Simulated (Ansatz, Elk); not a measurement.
**LaTi2Co2: X-ray structure factors from the self-consistent density**

Structure refinements treat a crystal as free atoms side by side. For a made-up structure of LaTi2Co2 (cell and positions from a PBE relaxation) the runs below show what the calculated density changes in F(hkl).

Main program and level: Elk 11.2.3 (patched build); DFT, PBE, all-electron APW+lo, Dirac cores, scalar-relativistic bands, static density, no spin.

The structure was built from a prototype and need not be the compound's stable phase.

## Step 1: The structure

Symmetry: I4/mmm, No. 139, tetragonal system. The conventional cell has a = 4.314 Å, b = 4.314 Å, c = 10.208 Å, α = 90.00°, β = 90.00°, γ = 90.00°. La has 8 Co at 3.34 Å and 10 Ti at 3.44 to 3.51 Å nearest. Co has 4 Ti at 2.36 Å and 4 Co at 3.05 Å and 4 La at 3.34 Å nearest. Nearest to Ti lie 4 Co at 2.36 Å and 1 Ti at 3.18 Å and 5 La at 3.44 to 3.51 Å. Farther neighbours are not listed.

## Step 2: Ground state and structure factors

An all-electron density is needed, since X-rays see the cores too. Task 0 finds the density and task 195 Fourier-transforms it; tshift is off so that phases refer to the origin typed.

elk.in reads:

```
tasks
  0
  195

xctype
  20

spinpol
  .false.

rgkmax
  7.0

gmaxvr
  14.0

lmaxo
  7

lmaxapw
  8

swidth
  0.002

tshift
  .false.

ramdisk
  .false.

hmaxvr
  5.5

maxscl
  120

epspot
  1e-06

sppath
  './'

avec
  -4.07595034885 4.07595034885 9.64550420680
  4.07595034885 -4.07595034885 9.64550420680
  4.07595034885 4.07595034885 -9.64550420680

atoms
  3
  'La.in'
  1
  0.0000000000 0.0000000000 0.0000000000   0.000000 0.000000 0.000000
  'Co.in'
  2
  0.2500000000 0.7500000000 0.5000000000   0.000000 0.000000 0.000000
  0.7500000000 0.2500000000 0.5000000000   0.000000 0.000000 0.000000
  'Ti.in'
  2
  0.3442849875 0.3442849875 -0.0000000000   0.000000 0.000000 0.000000
  0.6557150125 0.6557150125 0.0000000000   0.000000 0.000000 0.000000

ngridk
  7 7 7
```

The run is started by

```
> OMP_NUM_THREADS=4 elk
```

Numbers of over 12 decimals in the logs are rounded to 6 here.

Log:

```text
┌─────────────────────────┐
│ Elk code version 11.2.3 │
└─────────────────────────┘

All units are atomic (Hartree, Bohr, etc.)

┌─────────────────────────────────────────────────┐
│ Ground-state run starting from atomic densities │
└─────────────────────────────────────────────────┘

Lattice vectors :
  -4.075950349       4.075950349       9.645504207
   4.075950349      -4.075950349       9.645504207
   4.075950349       4.075950349      -9.645504207

Reciprocal lattice vectors :
  0.2527462736E-16  0.7707632294      0.3257053842
  0.7707632294      0.2527462736E-16  0.3257053842
  0.7707632294      0.7707632294      0.4618646383E-17

Unit cell volume      :    640.9773690
Brillouin zone volume :   0.3869874748

Muffin-tin inner radius fraction :   0.1000000000E-01

Nuclei treated as point charges

Species : 1 (La)
 parameters loaded from : La.in
 name : lanthanum
 nuclear charge    :   -57.00000000
 electronic charge :    57.00000000
 atomic mass :    253209.2366
 muffin-tin radius :    2.800000000
 number of radial points in muffin-tin :   1393
 inner part over the whole radius :   0.9924947902E-02
 number on inner part of muffin-tin    :    996
 approximate nuclear radius :   0.9226798129E-04
 number of mesh points to nuclear radius :    505
 atomic positions (lattice), magnetic fields (Cartesian) :
  1 :   0.00000000  0.00000000  0.00000000    0.00000000  0.00000000  0.00000000

Species : 2 (Co)
 parameters loaded from : Co.in
 name : cobalt
 nuclear charge    :   -27.00000000
 electronic charge :    27.00000000
 atomic mass :    107428.6517
 muffin-tin radius :    2.206680735
 number of radial points in muffin-tin :    993
 inner part over the whole radius :   0.9931364997E-02
 number on inner part of muffin-tin    :    699
 approximate nuclear radius :   0.7243775530E-04
 number of mesh points to nuclear radius :    335
 atomic positions (lattice), magnetic fields (Cartesian) :
  1 :   0.25000000 -0.25000000  0.50000000    0.00000000  0.00000000  0.00000000
  2 :  -0.25000000  0.25000000  0.50000000    0.00000000  0.00000000  0.00000000

Species : 3 (Ti)
 parameters loaded from : Ti.in
 name : titanium
 nuclear charge    :   -22.00000000
 electronic charge :    22.00000000
 atomic mass :    87256.20317
 muffin-tin radius :    2.206680735
 number of radial points in muffin-tin :    993
 inner part over the whole radius :   0.9923217686E-02
 number on inner part of muffin-tin    :    697
 approximate nuclear radius :   0.6805665174E-04
 number of mesh points to nuclear radius :    327
 atomic positions (lattice), magnetic fields (Cartesian) :
  1 :   0.34428499  0.34428499  0.00000000    0.00000000  0.00000000  0.00000000
  2 :  -0.34428499 -0.34428499  0.00000000    0.00000000  0.00000000  0.00000000

Total number of atoms per unit cell :    5
Total muffin-tin volume :    271.9915378
 ratio of muffin-tin to unit cell volume :   0.4243387536

Spin treatment :
 spin-unpolarised

Number of Bravais lattice symmetries :   16
Number of crystal symmetries         :   16
Crystal has inversion symmetry
Real symmetric eigensolver will be used

k-point grid :      7     7     7
k-point offset :    0.000000000       0.000000000       0.000000000
k-point set is reduced with full crystal symmetry group
Total number of k-points :       40

Muffin-tin radius times maximum |G+k| :    7.000000000
 using average radius
Maximum |G+k| for APW functions       :    3.010306531
Maximum (1/2)|G+k|²                   :    4.530972704
Maximum |G| for potential and density :    14.00000000
Constant for pseudocharge density :   10
 order of it for each species :   17  17  17
 order of it for pair densities of each species (exact exchange by exxq0 0: 18) :   14   8   8
Radial integration step length :    1

G-vector grid sizes :     54    54    54
Number of G-vectors :    29679

Maximum angular momentum used for
 APW functions            :    8
 outer part of muffin-tin :    7
 inner part of muffin-tin :    2

Total nuclear charge    :   -155.0000000
[...]
electron entropic           :    -0.25956097183408E-02
 total energy                :     -12993.142419785

Density of states at Fermi energy :    198.8961931
 (states/Hartree/unit cell)

Estimated indirect band gap :   0.9146650424E-03
 from k-point 19 to k-point 30
Estimated direct band gap   :   0.2665134181E-02
 at k-point 36

Charges :
 core                        :    90.00000000
 valence                     :    65.00000000
 interstitial                :    7.821377496
 muffin-tins (core leakage)
  species : 1 (La)
   atom 1                    :    54.14278730     (  0.2260084002E-03)
  species : 2 (Co)
[...]
species : 3 (Ti)
[...]
total in muffin-tins        :    147.1786225
 total calculated charge     :    154.9971625
 total charge                :    155.0000000
 error                       :   0.2837477138E-02

RMS change in Kohn-Sham potential (target) :   0.5815479901     (  0.1000000000E-05)
Absolute change in total energy (target)   :   0.8277465424     (  0.1000000000E-03)

[... loops 3 to 19 left out ...]

┌──────────────────┐
│ Loop number : 20 │
└──────────────────┘

Energies :
 Fermi                       :     0.296683
 sum of occupied eigenvalues :     -7846.5575640865
 electron kinetic            :      13645.909992491
 core electron kinetic       :      13184.457402062
 Coulomb                     :     -26230.207228402
 Coulomb potential           :     -20961.479226512
 nuclear-nuclear             :     -1482.0410544334
 electron-nuclear            :     -28572.028448709
 Hartree                     :      3823.8622747402
 Madelung                    :     -15749.467615146
 xc potential                :     -530.98833006531
 exchange                    :     -400.31589471778
 correlation                 :     -7.590602
 electron entropic           :    -0.29199853836860E-02
 total energy                :     -12992.206652554

Density of states at Fermi energy :    225.9950648
 (states/Hartree/unit cell)

Estimated indirect band gap :   0.1098485813E-03
 from k-point 23 to k-point 4
Estimated direct band gap   :   0.1263370815E-02
 at k-point 23

Charges :
 core                        :    90.00000000
 valence                     :    65.00000000
 interstitial                :    8.652717338
 muffin-tins (core leakage)
  species : 1 (La)
[...]
species : 2 (Co)
[...]
species : 3 (Ti)
[...]
total in muffin-tins        :    146.3472827
 total calculated charge     :    154.9971445
 total charge                :    155.0000000
 error                       :   0.2855522636E-02

RMS change in Kohn-Sham potential (target) :   0.1999499386E-06 (  0.1000000000E-05)
Absolute change in total energy (target)   :   0.4636267840E-04 (  0.1000000000E-03)

Convergence targets achieved

┌──────────────────┐
│ Loop number : 21 │
└──────────────────┘

Energies :
 Fermi                       :     0.296683
 sum of occupied eigenvalues :     -7846.5575613917
 electron kinetic            :      13645.909986732
 core electron kinetic       :      13184.457399522
 Coulomb                     :     -26230.207224043
 Coulomb potential           :     -20961.479228112
 nuclear-nuclear             :     -1482.0410544334
 electron-nuclear            :     -28572.028438211
 Hartree                     :      3823.8622686015
 Madelung                    :     -15749.467609986
 xc potential                :     -530.98832001166
 exchange                    :     -400.31589431169
 correlation                 :     -7.590602
 electron entropic           :    -0.29199850115110E-02
 total energy                :     -12992.206653546

Density of states at Fermi energy :    225.9950316
 (states/Hartree/unit cell)

Estimated indirect band gap :   0.1098487266E-03
 from k-point 23 to k-point 4
Estimated direct band gap   :   0.1263370528E-02
 at k-point 23

Charges :
 core                        :    90.00000000
 valence                     :    65.00000000
 interstitial                :    8.652717608
 muffin-tins (core leakage)
  species : 1 (La)
[...]
species : 2 (Co)
[...]
atom 2                    :    25.88044551     (  0.1295780125E-02)
  species : 3 (Ti)
   atom 1                    :    20.02032727     ( -0.2109243908E-06)
   atom 2                    :    20.02032727     ( -0.2109243908E-06)
 total in muffin-tins        :    146.3472824
 total calculated charge     :    154.9971445
 total charge                :    155.0000000
 error                       :   0.2855522669E-02

┌──────────────────────────────┐
│ Self-consistent loop stopped │
└──────────────────────────────┘

Warning : core states of species 1 leak from the muffin-tin :   0.2164623896E-03

Warning : core states of species 2 leak from the muffin-tin :   0.1295780125E-02

Wrote STATE.OUT
```

Elapsed: 50 s, on 4 threads of Arm Neoverse V2, shared host; peak memory 0.25 GiB.

SFACRHO.OUT:

```text

h k l indices transformed by vhmat matrix:
   1.000000000       0.000000000       0.000000000    
   0.000000000       1.000000000       0.000000000    
   0.000000000       0.000000000       1.000000000    

      h      k      l  multipl.   |H|            Re(F)            Im(F)           |F|

      0      0      0      1   0.0000000       155.00000     -0.15847009E-17   155.00000    
      1      1     -1      2  0.65141077      -12.714918     -0.44476740E-14   12.714918    
      0      1     -1      8  0.83675561       29.528099      0.22238370E-14   29.528099    
      0      0      1      4   1.0900238       36.730567     -0.14131958E-13   36.730567    
     -1     -2      2      8   1.2445208       78.014420      0.13898981E-13   78.014420    
      0     -2      1      8   1.2698377       76.515531     -0.20014533E-13   76.515531    
     -2     -2      2      2   1.3028215       65.060515     -0.13343022E-13   65.060515    
      1     -1     -1      4   1.5415265       112.93960     -0.74062513E-14   112.93960    
     -2      0      2      8   1.6735112      -7.0958174      0.88953479E-14   7.0958174    
     -2     -2      3      8   1.6986747      -16.776771      0.15566859E-13   16.776771    
     -1      2      0     16   1.7539851       25.539505      0.44476740E-14   25.539505    
     -2     -3      3      8   1.8017147       35.777088     -0.44476740E-14   35.777088    
     -3     -3      3      2   1.9542323       28.594321      0.35581392E-13   28.594321    
      0     -3      1     16   1.9811955       65.090402      0.11675144E-13   65.090402    
     -1     -3      3      8   2.0183280       55.216924     -0.31133718E-13   55.216924    
      0      0      2      4   2.1800476       96.044010      0.21554195E-13   96.044010    
     -3     -3      2      8   2.2376720       92.691026      0.12787063E-13   92.691026    
     -1     -1     -1      8   2.2752898      -4.5536172      0.24462207E-13   4.5536172
```

Elk indexes on the primitive cell of elk.in and gives |H| = 4π sin θ/λ in inverse bohr. Below, one row stands for each form hkl of the conventional cell (m members, Friedel mates merged), F is for one primitive cell and the density is static (no thermal factor). Free-atom factors are Waasmaier and Kirfel's, and R is Σm||F|−|F'||/Σm|F|.

| hkl | m | sin θ/λ (Å⁻¹) | abs F, DFT | neutral atoms | diff. |
| --- | --- | --- | --- | --- | --- |
| 002 | 2 | 0.098 | 12.715 | 12.192 | +0.523 |
| 101 | 8 | 0.126 | 29.528 | 29.545 | -0.017 |
| 110 | 4 | 0.164 | 36.731 | 37.184 | -0.454 |
| 103 | 8 | 0.187 | 78.014 | 78.245 | -0.230 |
| 112 | 8 | 0.191 | 76.516 | 76.348 | +0.167 |
| 004 | 2 | 0.196 | 65.061 | 64.790 | +0.270 |
| 200 | 4 | 0.232 | 112.940 | 113.359 | -0.419 |
| 202 | 8 | 0.252 | 7.096 | 7.602 | -0.506 |
| 114 | 8 | 0.255 | 16.777 | 17.298 | -0.521 |
| 211 | 16 | 0.264 | 25.540 | 25.403 | +0.137 |
| 105 | 8 | 0.271 | 35.777 | 35.825 | -0.048 |
| 006 | 2 | 0.294 | 28.594 | 28.177 | +0.417 |
| 213 | 16 | 0.298 | 65.090 | 65.242 | -0.151 |
| 204 | 8 | 0.303 | 55.217 | 55.409 | -0.192 |
| 220 | 4 | 0.328 | 96.044 | 96.352 | -0.308 |
| 116 | 8 | 0.337 | 92.691 | 92.892 | -0.201 |
| 222 | 8 | 0.342 | 4.554 | 4.869 | -0.315 |
| 301 | 8 | 0.351 | 23.158 | 23.277 | -0.119 |

## Step 3: The highest occupied states alone

An energy window below the Fermi level keeps the highest occupied states, to see at which angles they scatter; shallow core shells can lie inside it and anion s states outside. No new self-consistency is needed.

Edit elk.in of step 2 so:

```diff
@@ -1,3 +1,2 @@
 tasks
-  0
   195
@@ -40,2 +39,5 @@
 
+wsfac
+  -0.070810 0.596680
+
 sppath
```

The run is started by

```
> OMP_NUM_THREADS=4 elk
```

Log:

```text
┌─────────────────────────────────┐
│ Elk code version 11.2.3 started │
└─────────────────────────────────┘

Info(readinput): the functional depends on the density's gradient
 muffin-tin radial points multiplied by    2.00000
 (not where nrmtscf is given)

┌────────────────────┐
│ Current task : 195 │
└────────────────────┘
Info(checkmt): changed muffin-tin radius of species 2 (Co) from   2.4000 to   2.2067
Info(checkmt): changed muffin-tin radius of species 3 (Ti) from   2.4000 to   2.2067

Info(sfacrho): density structure factors written to SFACRHO.OUT

 Energy window :  -0.7081000000E-01  0.5966800000

┌──────────────────┐
│ Elk code stopped │
└──────────────────┘
```

Elapsed: 11 s, on 4 threads; peak memory 0.17 GiB.

States within 10 eV below the Fermi level hold 29.00 electrons; any levels below the window count with the cores. Their amplitudes can exceed the total, where window and core parts have opposite phase:

| hkl | sin θ/λ (Å⁻¹) | abs F, window | abs F, all |
| --- | --- | --- | --- |
| 002 | 0.098 | 15.929 | 12.715 |
| 101 | 0.126 | 1.568 | 29.528 |
| 110 | 0.164 | 9.077 | 36.731 |
| 103 | 0.187 | 1.849 | 78.014 |
| 112 | 0.191 | 9.614 | 76.516 |
| 004 | 0.196 | 8.881 | 65.061 |
| 200 | 0.232 | 9.692 | 112.940 |
| 202 | 0.252 | 7.871 | 7.096 |
| 114 | 0.255 | 8.173 | 16.777 |
| 211 | 0.264 | 0.519 | 25.540 |

## Step 4: Another functional

The difference from free atoms is small, so it is set against the change that LDA (Perdew-Wang) makes.

Edit elk.in of step 3 so:

```diff
@@ -1,2 +1,3 @@
 tasks
+  0
   195
@@ -4,3 +5,3 @@
 xctype
-  20
+  3
 
@@ -39,5 +40,2 @@
 
-wsfac
-  -0.070810 0.596680
-
 sppath
```

The run is started by

```
> OMP_NUM_THREADS=4 elk
```

Log:

```text
┌─────────────────────────┐
│ Elk code version 11.2.3 │
└─────────────────────────┘

All units are atomic (Hartree, Bohr, etc.)

┌─────────────────────────────────────────────────┐
│ Ground-state run starting from atomic densities │
└─────────────────────────────────────────────────┘

Lattice vectors :
  -4.075950349       4.075950349       9.645504207
   4.075950349      -4.075950349       9.645504207
   4.075950349       4.075950349      -9.645504207

Reciprocal lattice vectors :
  0.2527462736E-16  0.7707632294      0.3257053842
[...]
species : 3 (Ti)
   atom 1                    :    20.03525426     ( -0.3455866459E-05)
   atom 2                    :    20.03525426     ( -0.3455866459E-05)
 total in muffin-tins        :    146.4164481
 total calculated charge     :    154.9970464
 total charge                :    155.0000000
 error                       :   0.2953627951E-02

┌──────────────────────────────┐
│ Self-consistent loop stopped │
└──────────────────────────────┘

Warning : core states of species 1 leak from the muffin-tin :   0.2169258628E-03

Warning : core states of species 2 leak from the muffin-tin :   0.1358196970E-02

Wrote STATE.OUT
[key lines of the parts left out:]
total energy                :     -12977.535157147
```

Elapsed: 31 s, on 4 threads; peak memory 0.19 GiB; 96 s of CPU time.

Against the first run R = 0.03 %; the largest change is -0.051 at 220.

## Step 5: A coarser k-mesh

About half the k-points along each axis test the sampling.

Edit elk.in of step 4 so:

```diff
@@ -5,3 +5,3 @@
 xctype
-  3
+  20
 
@@ -63,2 +63,2 @@
 ngridk
-  7 7 7
+  4 4 4
```

The run is started by

```
> OMP_NUM_THREADS=4 elk
```

Log:

```text
┌─────────────────────────┐
│ Elk code version 11.2.3 │
└─────────────────────────┘

All units are atomic (Hartree, Bohr, etc.)

┌─────────────────────────────────────────────────┐
│ Ground-state run starting from atomic densities │
└─────────────────────────────────────────────────┘

Lattice vectors :
  -4.075950349       4.075950349       9.645504207
   4.075950349      -4.075950349       9.645504207
   4.075950349       4.075950349      -9.645504207

Reciprocal lattice vectors :
  0.2527462736E-16  0.7707632294      0.3257053842
[...]
species : 3 (Ti)
   atom 1                    :    20.01937784     ( -0.2109247372E-06)
   atom 2                    :    20.01937784     ( -0.2109247372E-06)
 total in muffin-tins        :    146.3455462
 total calculated charge     :    154.9971829
 total charge                :    155.0000000
 error                       :   0.2817070230E-02

┌──────────────────────────────┐
│ Self-consistent loop stopped │
└──────────────────────────────┘

Warning : core states of species 1 leak from the muffin-tin :   0.2164394393E-03

Warning : core states of species 2 leak from the muffin-tin :   0.1296113417E-02

Wrote STATE.OUT
[key lines of the parts left out:]
total energy                :     -12992.207162207
```

It took 29 s on 4 threads; peak memory 0.26 GiB.

Against the first run R = 0.01 %; the largest change is +0.037 at 004.

## Step 6: Settings against the effect

| run | R against the first run (%) | R against neutral atoms, low angle (%) | wall time |
| --- | --- | --- | --- |
| PBE, rgkmax 7 | 0.00 | 0.53 | 50 s |
| LDA (Perdew-Wang) | 0.03 | 0.54 | 31 s |
| k-mesh 4×4×4 | 0.01 | 0.54 | 29 s |

## Step 7: Results

```yaml
r_against_neutral_atoms_sin_theta_lambda_0p3_a_minus1: 0.53 %
r_against_neutral_atoms_0p3_to_0p80_a_minus1: 0.22 %
```

**Reading.** Independent neutral atoms miss the calculated amplitudes by R = 0.53 % below 0.3 Å⁻¹ and 0.22 % from there to 0.80 Å⁻¹; by shells, 0.45 % below 0.15 Å⁻¹ (2 forms), 0.54 % 0.15 to 0.3 (11 forms), 0.30 % 0.3 to 0.45 (20 forms), 0.21 % above 0.45 (116 forms). Bonding, aspherical density and the tables' own atoms all enter these figures, and the runs don't part them. The largest change of an amplitude is +0.52 electrons, at 002. The window's part falls from 29.0 electrons at the origin to at most 3.45 between 0.45 and 0.80 Å⁻¹, where compact states inside the window still scatter. Below 0.3 Å⁻¹ the changes that finished (LDA (Perdew-Wang) and k-mesh 4×4×4) move F by R = 0.02 % at most, against the 0.53 % that separates it from free atoms. The basis has no finished test. These runs have no spin, though d or f shells may be open. Part of the difference isn't bonding: the tables are fits to free atoms and ions calculated by other methods than this functional. Thermal motion, anomalous dispersion and extinction are left out.

[Logs are printed without paths, hosts, clocks, repeated set-up lines and the standing remarks that a program may print on its own settings, such as how far it seeks lower states.]

[Hosts, paths, dates, database ids (printed as entryN), source tags and the programs' standing remarks are cut or masked in the printed files.]
